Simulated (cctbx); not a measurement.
**What is wrong with this refinement?**

Cell a = 7.4590 Å, b = 4.6170 Å, c = 7.5390 Å, α = 90.00°, β = 90.00°, γ = 90.00°; space group Pnma (no. 62). The compound is LuCoPb.

The data are simulated with cctbx, not measured: Mo Kα, λ = 0.71073 Å, to d = 0.84 Å, 95 % of the full sphere, strongest reflection 20000 counts, noise from counting, a 4 % proportional error and a noise floor of 8 counts (s.d.); no absorption.

An anisotropic refinement with weights 1/σ² prints:

```text
Rint 0.035, 263 unique reflections to 0.84 A
cycle     R1     wR2    GooF  max shift (A)
   1  0.2091  0.4467  16.933   0.00941
   2  0.2057  0.4209  15.956   0.00011
final R1 0.2057 wR2 0.4209 GooF 15.956  parameters 12  data/parameter 21.9
atom        x        y        z      Ueq    occ   su(xyz)  su(Uiso or U11)
Pb1    0.20261  0.75000  0.89556   0.0011  1.000  0.00075  0.0030  NPD
Lu1    0.51813  0.75000  0.19181   0.0024  1.000  0.00081  0.0032
difference map: max 85.28 min -11.60 rms 5.45
Q1    0.1432  0.2500  0.0586    4   85.87  2.60 A from Pb1
Q2    0.0216  0.7500  0.3003    4   38.18  0.07 A from Lu1
Q3    0.1905  0.7500  0.9181    4   37.28  0.19 A from Pb1
Q4    0.0405  0.7500  0.5477    4    7.29  1.81 A from Lu1
Q5    0.1344  0.2500  0.5575    4    6.92  1.52 A from Lu1
Q6    0.1364  0.2500  0.4343    4    6.69  1.24 A from Pb1
```

**Question.** Can this result stand? If not, what is the likely fault?

Mend it. The fault: an atom left out, Co at (0.3561, 3/4, 0.5592). Against the right model at the same level, R1 goes from 0.0102 to 0.2057 and GooF from 0.90 to 15.96, the top difference peak, 85.9 e/Å³, lies 2.60 Å from Pb1 and Pb1 goes non-positive-definite. Q1 is the missing atom. With scattering power missing, scale and phases suffer, so peaks may also grow on the heavy atoms.

The compound is LuCoPb. The right model at the same level gives:

```text
Rint 0.035, 263 unique reflections to 0.84 A
cycle     R1     wR2    GooF  max shift (A)
   1  0.0143  0.0359   1.379   0.00121
   2  0.0102  0.0233   0.895   0.00000
final R1 0.0102 wR2 0.0233 GooF 0.895  parameters 18  data/parameter 14.6
atom        x        y        z      Ueq    occ   su(xyz)  su(Uiso or U11)
Pb1    0.20228  0.75000  0.89673   0.0097  1.000  0.00004  0.0002
Lu1    0.51804  0.75000  0.19277   0.0106  1.000  0.00004  0.0002
Co1    0.35600  0.75000  0.55886   0.0184  1.000  0.00015  0.0006
difference map: max 0.91 min -0.84 rms 0.23
Q1    0.2260  0.5957  0.4785    8    0.95  1.35 A from Co1
Q2    0.1265  0.7500  0.5503    4    0.86  1.71 A from Co1
Q3    0.0360  0.2500  0.4612    4    0.75  1.79 A from Lu1
Q4    0.2241  0.7500  0.7497    4    0.71  1.12 A from Pb1
Q5    0.1234  0.2500  0.3249    4    0.67  1.41 A from Pb1
Q6    0.1309  0.5953  0.7563    8    0.64  1.38 A from Pb1
```

The model is made up (kin elements in a known structure type, no relaxation), so it says nothing on whether the phase exists.

[Middle refinement cycles are left out of these outputs.]

[Logs are printed without paths, hosts, clocks, repeated set-up lines and the standing remarks that a program may print on its own settings, such as how far it seeks lower states.]
